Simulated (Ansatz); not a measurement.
# Is GaGeMo in the AlB2 type a stable metal?, part 3 of 3

Question: is the lattice of GaGeMo in the AlB2 type stable, and if so, what are its coupling constant and resistivity?

Ansatz 0.2.0; DFT LDA, scalar-relativistic, plane waves, PAW; PAW set soft_1.

So far, lowest frequency on the path (cm⁻¹): step 5 (phonons by linear response: q 2×2×2, k 4×4×6) -128; step 6 (k-mesh 6×6×9, q mesh 3×3×3) -87.8. The relaxed cell has a = 4.465, c = 2.598 Å (conventional setting).

The structure was built from a prototype and need not be the compound's stable phase.

## 7. Coupling and resistivity: q 3×3×3, k 6×6×9, scattering 8×8×12

Phonons, couplings and the Boltzmann equation in one run.

Input file input.yaml:

```yaml
crystal:
  lattice:
    - [4.4646718286, -3.2289e-06, 0.0]
    - [-2.232333118, 3.8665208376, 0.0]
    - [0.0, 0.0, 2.5980880857]
  atoms:
    - { symbol: Mo, position: [0.0, 0.0, 0.0] }
    - { symbol: Ga, position: [0.3333333333, 0.6666666667, 0.5] }
    - { symbol: Ge, position: [0.6666666667, 0.3333333333, 0.5] }
kpoints:
  mp_grid: { grid: [6, 6, 9] }
hamiltonian:
  xc: lda
  pseudopotentials: { kind: paw, azcp: { folder: soft_1 }, xc_functional: pbe }
scf:
  occupations: { method: methfessel_paxton, width: 0.2 }
output:
  eigenvalues: true
phonons:
  method: dfpt
  qmesh: [3, 3, 3]
  temperatures: { t_max: 1000, t_step: 50 }
  qpath:
    path:
      - [[0.0, 0.0, 0.0], [0.5, 0.0, 0.0], [0.33333333, 0.33333333, 0.0], [0.0, 0.0, 0.0], [0.0, 0.0, 0.5], [0.5, 0.0, 0.5], [0.33333333, 0.33333333, 0.5], [0.0, 0.0, 0.5]]
      - [[0.5, 0.0, 0.5], [0.5, 0.0, 0.0]]
      - [[0.33333333, 0.33333333, 0.5], [0.33333333, 0.33333333, 0.0]]
    npoints: 10
  electrical_resistivity:
    mesh: [8, 8, 12]
    temperatures: [20.0, 50.0, 77.0, 100.0, 150.0, 200.0, 300.0, 400.0, 600.0, 800.0]
```

Launch:

```bash
$ ansatz run input.yaml --threads 4 --pin off --max-ram 12288MiB --backend cpu --events-out ev --progress --plain --runs-dir out
```

The log of the run:

```text
[the first part of the log is left out]
  E_vxc        = -345.136854  (∫ρ·V_xc dr)
  E_paw        = -6947.921086  (= ΣΔE_a)
  E_vpaw       = -864.348454  (= ΣTr[D̂ρ^β])
  E_aug_tail   = -0.000165  (compensation charges beyond the density's cutoff)
  E_ewald      = -4725.575628
  E_core_change = 4.109623  (= ΣΔE_core)
  E_smearing   = -0.003095  (= −TS)
  E_closure    = -0.000000  (closes the sum)
  Σ components = -12764.998208   (vs F -12764.998208, Δ=0.00e0)
--- Band table (eV; the first three rows and the last of 35) ---
  k-point 0: bands = ["-44.4961", "-18.6181", "-18.6181", "-17.9635", "-8.6600", "-8.4642", "-8.4642", "-8.4207", "-8.4207", "1.0160", "1.3160", "1.3160", "1.5088", "1.5088", "3.2784", "11.2379", "11.2379", "11.7208", "12.7402", "16.7399", "16.7399", "18.4304", "18.4304", "20.0643", "20.0643"]
  k-point 1: bands = ["-44.4734", "-18.5967", "-18.5967", "-18.1450", "-8.6252", "-8.4630", "-8.4630", "-8.4345", "-8.4345", "1.0818", "1.3198", "1.3198", "1.4736", "1.4736", "3.5666", "11.5069", "11.5069", "11.9817", "13.3043", "15.9220", "15.9220", "19.1340", "19.1340", "20.0210", "20.0210"]
  k-point 2: bands = ["-44.4154", "-18.5892", "-18.5421", "-18.5421", "-8.5372", "-8.4696", "-8.4696", "-8.4596", "-8.4596", "1.2456", "1.3286", "1.3286", "1.3872", "1.3872", "4.4242", "12.2890", "12.2890", "12.7466", "14.4476", "14.6405", "14.6405", "18.5358", "19.5332", "19.5332", "20.5463"]
  k-point 34: bands = ["-44.3042", "-19.3700", "-18.4434", "-18.4432", "-8.5360", "-8.5317", "-8.4534", "-8.4513", "-8.3718", "1.2247", "1.2290", "1.3543", "1.3836", "1.5671", "8.4549", "9.9325", "11.9107", "13.1752", "13.8959", "15.8545", "16.5600", "17.0971", "17.2932", "17.4071", "22.6599"]
--- Phonons (Γ-DFPT): 6 representative perturbations + reference (Σ response iterations 27) ---
  ASR residual: 8.735e-5 → 0.000e0 eV/Å²; symmetrization residual: 8.937e-7 eV/Å²
  ASR residual per site (eV/Å²): 6.81e-5 8.73e-5 2.46e-5
  Γ frequencies (cm⁻¹): -66.65 0.00 0.00 0.00 58.74 123.33 123.33 224.67 224.67
--- Phonons (arbitrary-q DFPT): 6 irreducible q on the 3×3×3 mesh ---
  q = [0.0000, 0.0000, 0.0000] (star 1, of the zone-centre solve; hermiticity 2.34e-7, symmetrization 2.81e-9): -66.65 -0.00 -0.00 0.00 58.74 123.33 123.33 224.67 224.67
  q = [0.0000, 0.0000, 0.3333] (star 2, 6 solved perturbations in 729 linear systems a pass and spin channel, the states on 180 of 324 k-point pairs; hermiticity 1.91e-8, symmetrization 5.36e-9): 51.37 51.37 98.42 98.42 174.45 183.77 206.57 206.57 207.55
  q = [0.0000, 0.3333, 0.0000] (star 6, 9 solved perturbations in 1395 linear systems a pass and spin channel, the states on 180 of 324 k-point pairs; hermiticity 1.23e-7, symmetrization 4.07e-9): -75.88 7.04 59.65 61.93 119.66 124.41 134.66 213.03 232.78
  q = [0.0000, 0.3333, 0.3333] (star 12, 9 solved perturbations in 2511 linear systems a pass and spin channel, the states on 324 of 324 k-point pairs; hermiticity 2.04e-8, symmetrization 1.09e-8): 68.14 99.88 113.43 122.02 175.27 187.68 199.95 216.28 216.85
  q = [0.3333, 0.3333, 0.0000] (star 2, 6 solved perturbations in 690 linear systems a pass and spin channel, the states on 180 of 324 k-point pairs; hermiticity 4.78e-8, symmetrization 3.78e-9): -87.81 17.64 20.12 56.40 109.06 122.78 183.27 185.47 241.47
  q = [0.3333, 0.3333, 0.3333] (star 4, 6 solved perturbations in 1242 linear systems a pass and spin channel, the states on 324 of 324 k-point pairs; hermiticity 1.93e-8, symmetrization 7.21e-9): 51.16 112.30 128.84 159.21 167.04 182.33 189.45 195.98 234.42
  sum rule: each row above includes the acoustic sum rule's correction from the zone centre's row sums; it moved no ω² by more than (0.58 cm⁻¹)²
  mesh force constants: q→R imaginary residual 0.00e0; ASR residual 8.735e-5 → 0.000e0 eV/Å²; symmetrization residual 9.770e-15 eV/Å²
  interpolated dispersion: 93 rows × 9 modes
  density of states and harmonic sums: on the 18×18×24 q-mesh, interpolated from the force constants of a 3×3×3 supercell (no non-analytic term)
  largest difference from the sums on the solved wave vectors: F 7.44e-3 eV, S 3.08e-5 and C_V 2.00e-5 eV/K
  zero-point energy: 0.077635 eV/cell   skipped modes (ω ≤ 0): 129, of them read as no rigid motion or as one in doubt: 126 (2.234e-1 modes/cell left out, lowest -87.81 cm⁻¹)   left out of the sums: 2.49e-2 of the cell's modes: C_V's classical limit lies that fraction below 3 k_B per atom; for a crystal, a wire or a layer, F and S can be off by more, and a phonons.interpolated_qmesh denser along its periods is the remedy for the sampling
Error: electrical resistivity: the mode of lowest frequency at the wavevector [0.2500, 0.3750, 0.0000] is imaginary, -87.02 cm⁻¹ (written negative): the force constants describe an unstable lattice; relax the structure, enlarge phonons.supercell (under dfpt, kpoints.mp_grid), or, with a block electrical_resistivity or superconductivity, name a file of force constants under which the crystal is stable (phonons.electron_phonon_force_constants)
The harmonic force constants that this run solved are whole in <dir>
```

The job ended after 5.2 min (4 threads of Arm Neoverse V1, shared host; peak memory 1.2 GiB).

The run ended with an error.

The program's message: “electrical resistivity: the mode of lowest frequency at the wavevector [0.2500, 0.3750, 0.0000] is imaginary, -87.02 cm⁻¹ (written negative): the force constants describe an unstable lattice; relax th …”

The run stops because a mode is imaginary on the scattering mesh, where no scattering rate is defined; denser k meshes, other smearings and, between solved wavevectors, finer q meshes show whether the instability is real.

## 8. Outcome

| Item | Value |
| --- | --- |
| phonon run of the rows without a label of their own | LDA, q 3×3×3, k 6×6×9 |
| softest mode on the q mesh | -87.8 cm⁻¹ at q = (0.333, 0.333, 0) |
| highest frequency, solved or plainly interpolated | 251 cm⁻¹ |

What this shows: The lattice is dynamically unstable at this level: a mode at q = (0.333, 0.333, 0) is imaginary, 87.8i cm⁻¹, so no harmonic coupling constant or resistivity is defined for this structure. These meshes are coarse, and single modes of a metal can move by tens of cm⁻¹ with the k mesh. The coarser mesh found an imaginary mode at another wavevector, which this mesh lacks. The phonon runs are not spin-polarised. The PAW files were made for PBE; under other functionals the run regenerates their frozen core. The structure was built by hand as an ordered model, and its stability against other phases was not tested.

[Logs are printed without paths, hosts, clocks, repeated set-up lines and the standing remarks that a program may print on its own settings, such as how far it seeks lower states.]

[Hosts, paths, dates, database ids (printed as entryN), source tags and the programs' standing remarks are cut or masked in the printed files.]
